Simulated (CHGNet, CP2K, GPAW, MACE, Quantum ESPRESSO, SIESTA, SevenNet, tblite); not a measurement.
# Running C(111) slab, H on the bottom face (81 atoms) with GPAW

Aim: run C(111) slab, H on the bottom face (81 atoms) in GPAW and see how near its forces come to a plane-wave reference, and at what cost.

Calculated with GPAW 26.7.0; the method is named at each step.

## Step 1: Starting point

The cell holds 81 atoms: 72 C and 9 H. Cell: a = 7.567 Å, b = 7.567 Å, c = 19.783 Å, α = 90.0°, β = 90.0°, γ = 120.0°. It derives from C (diamond-structure). Diamond-structure C (a = 3.567 Å), (111) slab of 8 atomic planes, 3 x 3 surface cells, H on the broken bonds of the bottom face, 12 Å of vacuum; displaced by a Gaussian of 0.02 Å. Then every atom was moved at random, 0.02 Å r.m.s. a Cartesian component (hydrogen 0.6 of that). Regions: slab, 72 atoms (72 C); hydrogen, 9 atoms (9 H). Vacuum lies along c.

The yardstick, on the same geometry:

```
method                 : Kohn-Sham DFT, PBE, SSSP efficiency 1.3.0 pseudopotentials, plane waves (Quantum ESPRESSO 7.5); sssp-pbe-1.3.0-efficiency, cutoffs 60/480 Ry, Γ point
r.m.s. force component : 1.672 eV/Å
longest force          : 5.94 eV/Å
time                   : 3.3 min on 4 MPI ranks of Arm Neoverse V1, shared host
CPU time               : 13 min
```

## Step 2: PBE, LCAO dzp, h 0.2 Å

Method: Kohn-Sham DFT, PBE, PAW, atomic orbitals (dzp).

The input, run.py:

```python
import numpy as np
from ase.io import read
from gpaw import GPAW, FermiDirac

atoms = read("structure.xyz")
atoms.calc = GPAW(
    mode="lcao",
    basis="dzp",
    h=0.2,
    xc="PBE",
    kpts={"size": (1, 1, 1), "gamma": True},
    occupations=FermiDirac(0.05),
    maxiter=200,
    symmetry={"point_group": False},
    txt="gpaw.txt",
)
energy = atoms.get_potential_energy(force_consistent=True)
forces = atoms.get_forces()
print(f"energy {energy:.6f} eV")
print("forces (eV/A)")
for i, (a, f) in enumerate(zip(atoms, forces)):
    print(f"{i:4d} {a.symbol:2s} {f[0]:10.5f} {f[1]:10.5f} {f[2]:10.5f}")
print(f"Fermi level {atoms.calc.get_fermi_level():.4f} eV")
for k in range(len(atoms.calc.get_ibz_k_points())):
    for s in range(atoms.calc.get_number_of_spins()):
        e = atoms.calc.get_eigenvalues(kpt=k, spin=s)
        n = np.searchsorted(e, atoms.calc.get_fermi_level())
        print(f"k {k} spin {s} levels about the Fermi level:", np.round(e[max(n - 6, 0):n], 4).tolist(), "|", np.round(e[n:n + 6], 4).tolist())
```

The input, structure.xyz:

```xyz
81
Lattice="7.56675 0.00000 0.00000 -3.78337 6.55300 0.00000 0.00000 0.00000 19.78308" Properties=species:S:1:pos:R:3 pbc="T T T"
C -0.00525 5.85910 7.59809
C -1.28475 6.55195 7.10450
C -1.26580 5.11298 9.68224
C -0.03302 5.83027 9.14018
C 2.50777 0.00170 11.74976
C -1.24295 5.09096 11.25202
C 0.02445 5.85471 13.80167
C -1.27632 6.51938 13.30353
C 1.26963 3.67610 7.60758
C 0.00102 4.38835 7.10668
C 0.00136 2.90940 9.68560
C 1.31000 3.69176 9.15798
C -0.03851 4.34071 11.74007
C 0.00057 2.86386 11.21206
C 1.25317 3.66791 13.78999
C -0.01574 4.40571 13.28196
C 2.52635 5.82319 7.61114
C 1.24530 6.53341 7.09936
C 1.22442 5.13382 9.65474
C 2.53021 5.86146 9.12831
C 5.08750 0.01153 11.68092
C 1.21643 5.08814 11.25558
C 2.50456 5.86513 13.76665
C 5.07203 0.01514 13.27247
C 2.48784 1.46807 7.60818
C 1.21855 2.17048 7.09481
C 1.20799 0.75445 9.66542
C 2.57137 1.43858 9.15502
C 1.27943 2.14421 11.70703
C 1.26335 0.68584 11.20553
C 2.53150 1.45522 13.78802
C 1.24704 2.22035 13.21806
C 3.78160 3.65389 7.59908
C 2.55567 4.34071 7.08432
C 2.50524 2.90645 9.60053
C 3.78890 3.65631 9.18370
C 2.51648 4.38514 11.72998
C 2.53116 2.87205 11.27082
C 3.81455 3.66942 13.78722
C 2.55026 4.38769 13.26297
C -2.49400 5.84986 7.63231
C 3.76632 6.54795 7.10311
C 3.76367 5.10852 9.63673
C -2.44776 5.81946 9.18687
C 3.79042 6.49048 11.72009
C 3.81501 5.08382 11.22136
C -2.52808 5.84652 13.76368
C 0.03511 0.02451 13.28988
C 5.03492 1.47167 7.62717
C 3.78406 2.18765 7.08096
C 3.80267 0.73446 9.64128
C 5.04589 1.50024 9.18429
C 3.70654 2.19231 11.73117
C 3.74747 0.72640 11.25380
C 5.07063 1.43878 13.81729
C 3.76987 2.16242 13.25229
[... 21 atom lines left out ...]
H -3.76014 6.54684 5.99882
H 3.80570 2.20757 5.99447
H -2.51787 4.36122 6.02058
H -1.24462 2.18864 6.01722
```

Started as:

```bash
$ OMP_NUM_THREADS=1 python run.py > output.txt
```

The log of the run:

```text
energy -633.563381 eV
forces (eV/A)
   0 C    -0.76171   -1.49089   -0.74302
   1 C     1.13908    1.06109    0.82211
   2 C     1.34553   -0.57019    0.02148
   3 C     1.43714    0.65848    0.51496
   4 C     0.91645   -0.77726   -1.44583
   5 C    -0.59469    0.68669   -0.76772
   6 C    -0.47546   -0.54407   -4.02470
   7 C     0.89471    1.64232    4.72347
   8 C    -0.48692   -1.29011   -0.95132
   9 C    -0.38597   -0.06387    1.18156
  10 C     0.57216    0.30446   -1.59335
  11 C    -2.49878   -1.63295   -0.20852
  12 C     1.23023    0.21168   -0.52289
  13 C     0.32378    1.18800    0.48401
  14 C     0.37137   -0.15608   -4.35866
  15 C     0.71568   -0.91385    5.21725
  16 C    -0.38381   -0.26227   -1.62563
  17 C     0.90792    1.55916    1.84318
  18 C     1.56578   -0.85645    0.49347
  19 C    -1.13920   -1.68614    1.26294
  20 C    -2.57758   -0.12489    0.84491
  21 C     1.61836    0.67726   -1.54220
  22 C     1.34443   -1.02149   -3.82463
  23 C    -0.47647    0.01054    3.71215
[...]
73 H    -0.06397    0.02678   -0.53719
  74 H    -0.18173   -0.13223   -0.94754
  75 H    -0.11234   -0.00703   -1.40136
  76 H     0.20968   -0.05429   -0.42387
  77 H    -0.05255   -0.14207   -0.44397
  78 H    -0.01199   -0.11001   -1.02227
  79 H    -0.01254    0.24184   -0.38369
  80 H    -0.11171    0.11597   -0.00556
Fermi level 3.2323 eV
k 0 spin 0 levels about the Fermi level: [2.5518, 2.6803, 3.0947, 3.1761, 3.1989, 3.2103] | [3.2342, 3.2389, 3.2671, 3.2895, 3.4942, 6.6862]
```

gpaw.txt:

```text
Input parameters:
  mode=LCAO(),
  basis={'default': 'dzp'},
  h=0.2,
  kpts=MonkhorstPack(size=(1, 1, 1), gamma=True),
  maxiter=200,
  occupations=Occupations(name='fermi-dirac', width=0.05, fixmagmom=False),
  symmetry=Symmetry(point_group=False),
  xc=XC(name='PBE')
Unit cell  # Å
| periodic |         x |        y |         z |   lengths |     angles |
|----------|-----------|----------|-----------|-----------|------------|
|      yes |  7.566750 | 0.000000 |  0.000000 |  7.566750 |  90.000000 |
|      yes | -3.783370 | 6.553000 |  0.000000 |  7.566749 |  90.000000 |
|      yes |  0.000000 | 0.000000 | 19.783080 | 19.783080 | 119.999959 |
Number of symmetries: 1
Symmetry operations  # r_c * U_cc + t_c -> r_c
|   | kind |            matrix            |
|---|------|------------------------------|
| 0 |  E   |  1, 0, 0,  0, 1, 0,  0, 0, 1 |
BZ-sampling:
  Number of BZ points: 1
  Number of IBZ points: 1
  Monkhorst-Pack size: [1, 1, 1]
  Monkhorst-Pack shift: [0, 0, 0]
[... lines left out ...]
  Fermi-Dirac:
[... lines left out ...]
    Stencil: 8*3+1=25 point O(h^6) finite-difference Laplacian
xc functional:
  name: PBE with 2 nearest neighbor stencil
interpolation: tri-quintic # 5. degree polynomial
Initialization done in: 7.592 s
convergence criteria:
- Maximum [total energy] change in last 3 cyles: 0.0005 eV / valence electron
- Maximum integral of absolute [dens]ity change: 0.0001 electrons / valence electron
- Maximum integral of absolute [eigenst]ate change: 4e-08 eV^2 / valence electron
maximum number of iterations: 200
SCF iterations
|iter     |      energy | eigst |  dens |
|---------|-------------|-------|-------|
|iter:   1| -643.226196 |      c|       |
|iter:   2| -641.633890 |      c| -0.88 |
|iter:   3| -665.036498 |      c| -0.90 |
|iter:   4| -667.511597 |      c| -0.97 |
[...]
|iter:  19| -633.335661 |      c| -1.98 |
|iter:  20| -633.335311 |      c| -2.63 |
|iter:  21| -633.333333c|      c| -2.62 |
|iter:  22| -633.329668c|      c| -2.74 |
|iter:  23| -633.334396c|      c| -2.85 |
[...]
|iter:  33| -633.328558c|      c| -3.88 |
|iter:  34| -633.328354c|      c| -3.76 |
|iter:  35| -633.328383c|      c| -4.02c|
Converged in 35 steps
SCF loop duration: 283.837 s (8.110 s/step)
Energy contributions relative to reference atoms: (reference = -74101.635775)
Energy contributions:
  Kinetic:         542.607845
  Coulomb:        -507.985699
  Zero:             15.184917
  External:          0.000000
  Xc:             -682.900447
  Entropy:          -0.469997
  Spinorbit:         0.000000
  ----------------------------
  Free energy:    -633.563381
  Extrapolated:   -633.328383
dipole moment: (-7.393194, 14.669143, -1.692940)  # |e|*Ang
Fermi level: 3.232
Eigenvalues  # (at kpt = [0.000, 0.000, 0.000])
| band index |      eig [eV] | occ [0-2] |
|------------|---------------|-----------|
|          0 |       -18.819 |     2.000 |
|        ... |               |           |
|        140 |         1.488 |     2.000 |
|        141 |         1.690 |     2.000 |
[...]
|        155 |         7.009 |     0.000 |
|        ... |               |           |
|        182 |         9.938 |     0.000 |
Gap: 0.024 eV
Transition (v -> c):
  (s=0, k=0, n=147, [0.00, 0.00, 0.00]) -> (s=0, k=0, n=148, [0.00, 0.00, 0.00])
No difference between direct/indirect transitions
Force computation time: 20.810  # s
timing:  # [seconds]
  Total:  312.273  # ━━━━━━━━━━━━━━━━━━━━━━━━━━━━━━━━━━━━━━━━━━━━━━━━━━━━━━━━
  Init:     7.591  # ━╸
  SCF:    283.836  # ━━━━━━━━━━━━━━━━━━━━━━━━━━━━━━━━━━━━━━━━━━━━━━━━━━━
  Forces:  20.810  # ━━━╸
```

Wall time 5.2 min (1 thread of Arm Neoverse V1, shared host); peak memory 0.66 GiB.

Banners, paths, timers and routine set-up lines are dropped from the logs unmarked, and long logs keep their key lines alone; longer cuts are marked.

Against the reference:

```
r.m.s. force component                  : 1.697 eV/Å
r.m.s. difference of force components   : 129.9 meV/Å
longest difference of force vectors     : 496 meV/Å
force difference over r.m.s. force      : 7.769 %
slope of forces against the reference's : 1.012
correlation of force components         : 0.9971
```

Length of the force difference by element (eV/Å):

| element | atoms | mean | most |
| --- | --- | --- | --- |
| C | 72 | 0.16 | 0.42 |
| H | 9 | 0.44 | 0.50 |

Local excerpt of 14 atoms (numbers count through the whole input) about C8, picked at random; x, y, z are measured from there.

| atom | x | y | z | distance (Å) | bonds | Fx | Fy | Fz (eV/Å) |
| --- | --- | --- | --- | --- | --- | --- | --- | --- |
| C8 | 0.00 | 0.00 | 0.00 | 0.00 | 4 | 0.89 | 1.64 | 4.72 |
| C47 | -1.25 | -0.67 | 0.46 | 1.49 | 3 | 0.10 | -1.46 | -3.22 |
| C7 | 1.30 | -0.66 | 0.50 | 1.54 | 3 | -0.48 | -0.54 | -4.02 |
| C5 | 0.00 | 0.04 | -1.55 | 1.55 | 4 | 0.92 | -0.78 | -1.45 |
| C31 | 0.02 | 1.49 | 0.48 | 1.57 | 3 | -0.79 | 0.22 | -3.98 |
| C16 | 1.26 | -2.11 | -0.02 | 2.46 | 4 | 0.72 | -0.91 | 5.22 |
| C48 | -2.47 | 0.06 | -0.01 | 2.47 | 4 | -1.13 | -0.31 | 4.22 |
| C64 | -1.26 | -2.15 | -0.08 | 2.50 | 4 | 1.01 | 0.45 | 5.16 |
| C6 | 0.03 | -1.43 | -2.05 | 2.50 | 4 | -0.59 | 0.69 | -0.77 |
| C54 | 1.24 | 0.76 | -2.05 | 2.51 | 4 | 1.63 | 0.30 | -1.17 |
| C56 | 1.26 | 2.20 | -0.05 | 2.53 | 4 | 0.66 | 0.46 | 5.97 |
| C30 | -1.24 | 0.72 | -2.10 | 2.54 | 4 | -0.51 | 0.93 | 0.82 |
| C24 | 2.56 | 0.05 | -0.03 | 2.57 | 4 | -0.48 | 0.01 | 3.71 |
| C32 | -1.26 | 2.25 | -0.09 | 2.58 | 4 | 0.62 | -0.85 | 5.31 |

Atoms are counted from 1 here, from 0 in the log.

Forces lie 7.8 % from the reference's, at 0.40 times its CPU time (on 1 against 4 cores).

The difference per atom is largest on H (0.44 eV/Å on average, against 0.16 on C).

## Step 3: LDA, LCAO dzp, h 0.2 Å

Method: Kohn-Sham DFT, LDA, PAW, atomic orbitals (dzp).

Changes to run.py since step 2:

```diff
@@ -9,3 +9,3 @@
     h=0.2,
-    xc="PBE",
+    xc="LDA",
     kpts={"size": (1, 1, 1), "gamma": True},
```

structure.xyz is that of step 2.

The log of the run:

```text
energy -705.589291 eV
forces (eV/A)
   0 C    -0.74971   -1.47130   -0.66236
   1 C     1.10115    1.03656    1.40303
   2 C     1.32434   -0.54687   -0.02873
   3 C     1.42174    0.65600    0.54157
   4 C     0.88935   -0.77786   -1.50756
   5 C    -0.58080    0.66753   -0.72372
[...]
78 H    -0.00576   -0.09998   -1.13740
  79 H    -0.00392    0.22246   -0.49203
  80 H    -0.10767    0.11379   -0.10825
Fermi level 2.9523 eV
k 0 spin 0 levels about the Fermi level: [2.3912, 2.8113, 2.899, 2.9273, 2.9433, 2.9491] | [2.9545, 2.9801, 3.0031, 3.1747, 6.3194, 6.6551]
```

gpaw.txt:

```text
Input parameters:
  mode=LCAO(),
  basis={'default': 'dzp'},
  h=0.2,
  kpts=MonkhorstPack(size=(1, 1, 1), gamma=True),
  maxiter=200,
  occupations=Occupations(name='fermi-dirac', width=0.05, fixmagmom=False),
[... lines left out ...]
  Fermi-Dirac:
[... lines left out ...]
convergence criteria:
- Maximum [total energy] change in last 3 cyles: 0.0005 eV / valence electron
[... lines left out ...]
Converged in 37 steps
[... lines left out ...]
  Free energy:    -705.589291
[... lines left out ...]
Fermi level: 2.952
[... lines left out ...]
|        ... |               |           |
|        182 |         9.628 |     0.000 |
Gap: 0.005 eV
Transition (v -> c):
  (s=0, k=0, n=148, [0.00, 0.00, 0.00]) -> (s=0, k=0, n=149, [0.00, 0.00, 0.00])
No difference between direct/indirect transitions
Force computation time: 19.733  # s
timing:  # [seconds]
  Total:  291.334  # ━━━━━━━━━━━━━━━━━━━━━━━━━━━━━━━━━━━━━━━━━━━━━━━━━━━━━━━━
  Init:     5.811  # ━
  SCF:    265.756  # ━━━━━━━━━━━━━━━━━━━━━━━━━━━━━━━━━━━━━━━━━━━━━━━━━━━
  Forces:  19.733  # ━━━━
```

Wall time 4.9 min (1 thread); peak memory 0.65 GiB.

Numbers from this run, and their distance from the reference:

```
r.m.s. force component                  : 1.714 eV/Å
r.m.s. difference of force components   : 203.1 meV/Å
longest difference of force vectors     : 892.3 meV/Å
force difference over r.m.s. force      : 12.15 %
slope of forces against the reference's : 1.018
correlation of force components         : 0.9931
```

Against the first run (7.8 %), the force difference from the reference is 12 %, at 0.93 times the CPU time; the model has changed, so this is no error of the program alone.

The difference per atom is largest on H (0.55 eV/Å on average, against 0.21 on C).

## Step 4: PBE, LCAO szp(dzp), h 0.2 Å

Method: Kohn-Sham DFT, PBE, PAW, atomic orbitals (szp(dzp)).

Changes to run.py since step 3:

```diff
@@ -7,5 +7,5 @@
     mode="lcao",
-    basis="dzp",
+    basis="szp(dzp)",
     h=0.2,
-    xc="LDA",
+    xc="PBE",
     kpts={"size": (1, 1, 1), "gamma": True},
```

structure.xyz is that of step 3.

The log of the run:

```text
energy -597.736360 eV
forces (eV/A)
   0 C    -0.84880   -1.50048   -0.31692
   1 C     1.12796    1.11492    1.77871
   2 C     1.43641   -0.72136    0.23787
   3 C     1.35429    0.67090    0.43937
   4 C     0.87581   -0.83194   -1.49880
   5 C    -0.55016    0.80266   -0.90328
   6 C    -0.34331   -0.48782   -3.24125
   7 C     0.95783    1.75611    4.08547
   8 C    -0.49932   -1.35709   -0.60537
   9 C    -0.49256   -0.05174    2.21824
  10 C     0.63930    0.33492   -1.72913
  11 C    -2.66038   -1.62159   -0.19576
  12 C     1.22288   -0.00484   -0.64712
  13 C     0.37320    1.20308    0.48930
  14 C     0.37326   -0.05468   -3.65026
  15 C     0.64189   -0.89253    4.75021
  16 C    -0.44156   -0.36792   -1.33069
  17 C     0.92078    1.55255    2.92566
  18 C     1.64314   -0.72391    0.62177
  19 C    -1.24568   -1.81962    1.27505
  20 C    -2.61828   -0.09935    0.71190
  21 C     1.52572    0.64594   -1.62735
  22 C     1.50129   -1.09637   -3.16092
  23 C    -0.71451    0.07406    3.05580
[...]
73 H    -0.05061    0.00028   -1.92980
  74 H    -0.08749   -0.01306   -2.40583
  75 H     0.01008    0.02399   -2.88938
  76 H     0.12202    0.00416   -1.80692
  77 H     0.03018   -0.13312   -1.81941
  78 H     0.03056   -0.05250   -2.50052
  79 H     0.04198    0.13901   -1.72707
  80 H    -0.08362    0.11911   -1.28627
Fermi level 2.4901 eV
k 0 spin 0 levels about the Fermi level: [1.4124, 1.532, 2.3621, 2.4306, 2.4474, 2.4611] | [2.4966, 2.5006, 2.529, 2.5509, 2.7638, 6.2473]
```

gpaw.txt:

```text
Input parameters:
  mode=LCAO(),
  basis={'default': 'szp(dzp)'},
  h=0.2,
  kpts=MonkhorstPack(size=(1, 1, 1), gamma=True),
  maxiter=200,
  occupations=Occupations(name='fermi-dirac', width=0.05, fixmagmom=False),
  symmetry=Symmetry(point_group=False),
  xc=XC(name='PBE')
Unit cell  # Å
| periodic |         x |        y |         z |   lengths |     angles |
[... lines left out ...]
  Fermi-Dirac:
[... lines left out ...]
convergence criteria:
- Maximum [total energy] change in last 3 cyles: 0.0005 eV / valence electron
[... lines left out ...]
Converged in 36 steps
[... lines left out ...]
  Free energy:    -597.736360
  Extrapolated:   -597.504861
dipole moment: (-8.333915, 15.239056, -1.468698)  # |e|*Ang
Fermi level: 2.490
Eigenvalues  # (at kpt = [0.000, 0.000, 0.000])
| band index |      eig [eV] | occ [0-2] |
|------------|---------------|-----------|
|          0 |       -19.504 |     2.000 |
|        ... |               |           |
|        140 |         0.375 |     2.000 |
|        141 |         0.585 |     2.000 |
[...]
|        155 |         6.445 |     0.000 |
|        ... |               |           |
|        182 |         9.686 |     0.000 |
Gap: 0.035 eV
Transition (v -> c):
  (s=0, k=0, n=147, [0.00, 0.00, 0.00]) -> (s=0, k=0, n=148, [0.00, 0.00, 0.00])
No difference between direct/indirect transitions
Force computation time: 15.070  # s
timing:  # [seconds]
  Total:  243.203  # ━━━━━━━━━━━━━━━━━━━━━━━━━━━━━━━━━━━━━━━━━━━━━━━━━━━━━━━━
  Init:     6.358  # ━╸
  SCF:    221.742  # ━━━━━━━━━━━━━━━━━━━━━━━━━━━━━━━━━━━━━━━━━━━━━━━━━━━
  Forces:  15.070  # ━━━╸
```

Wall time 4.1 min (1 thread); peak memory 0.63 GiB.

Against the reference:

| Item | Value |
| --- | --- |
| r.m.s. force component | 1.711 eV/Å |
| r.m.s. difference of force components | 508.3 meV/Å |
| longest difference of force vectors | 1989 meV/Å |
| force difference over r.m.s. force | 30.4 % |
| slope of forces against the reference's | 0.9775 |
| correlation of force components | 0.9551 |

This is a coarse setting, run to see what it loses.

Against the first run (7.8 %), the force difference from the reference is 30 %, at 0.78 times the CPU time, with 684 basis functions against 981: the smaller basis costs accuracy.

The difference per atom is largest on H (1.8 eV/Å on average, against 0.56 on C).

## Step 5: All runs compared

Differences are against the plane-wave reference, forces as r.m.s. over components; share is that over the reference's r.m.s. force, slope the least-squares factor from reference forces to these. Total energies of different programs have different zeros and aren't compared.

| run | Δ force, r.m.s. (meV/Å) | share (%) | slope | cores | CPU time | memory (GiB) |
| --- | --- | --- | --- | --- | --- | --- |
| reference | - | - | - | 4 | 13 min | 3.2 |
| GPAW PBE, LCAO dzp, h 0.2 Å | 130 | 7.77 | 1.012 | 1 | 5.2 min | 0.66 |
| GPAW LDA, LCAO dzp, h 0.2 Å | 203 | 12.1 | 1.018 | 1 | 4.9 min | 0.65 |
| GPAW PBE, LCAO szp(dzp), h 0.2 Å (coarse) | 508 | 30.4 | 0.978 | 1 | 4.1 min | 0.63 |

Rows marked coarse were listed beforehand as settings not expected to be converged; some can still land near the reference.

CPU time is summed over cores on a shared host, where runs went side by side, so it is rough. Symmetry, cutoffs, thresholds, outputs and thread counts weren't matched or tuned between programs; memory under MPI is the largest rank's times the ranks.

## Step 6: Summary of results

```yaml
nearest_in_forces: GPAW PBE, LCAO dzp, h 0.2 Å, 7.8 %
its_cpu_time: 5.2 min
```

The PBE run in local orbitals, coarse settings apart, differs by 7.8 % (GPAW PBE, LCAO dzp, h 0.2 Å); basis, grid and potentials can all enter. Rows with another functional or a dispersion term differ by 12 % (GPAW LDA, LCAO dzp, h 0.2 Å), which mixes the change of model with differences of basis and potentials. Runs with settings chosen to be coarse differ by 30 % (GPAW PBE, LCAO szp(dzp), h 0.2 Å), their programs' other errors included. Of the electronic-structure runs that take under half the reference's CPU time, GPAW PBE, LCAO dzp, h 0.2 Å comes nearest, at 7.8 % in 5.2 min against 13 min. With short bonds to hydrogen, sets of potentials differ among themselves by several per cent in forces even at converged cutoffs, so the reference isn't exact here either. The electron count is odd in these runs, and they have no spin polarisation, so the unpaired electron is spread evenly over both spins. The runs have no spin polarisation, so any moments at edges, vacancies or dangling bonds can't form. The electronic-structure runs sample only Γ, in a cell whose shortest periodic width is 7 Å, which is coarse for a cell with partly filled levels.

[Also dropped from logs without a mark: logging warnings of Python, and SIESTA's first energy breakdown and zero terms.]

[Logs are printed without paths, hosts, clocks, repeated set-up lines and the standing remarks that a program may print on its own settings, such as how far it seeks lower states.]

[Hosts, paths, dates, database ids (printed as entryN), source tags and the programs' standing remarks are cut or masked in the printed files.]
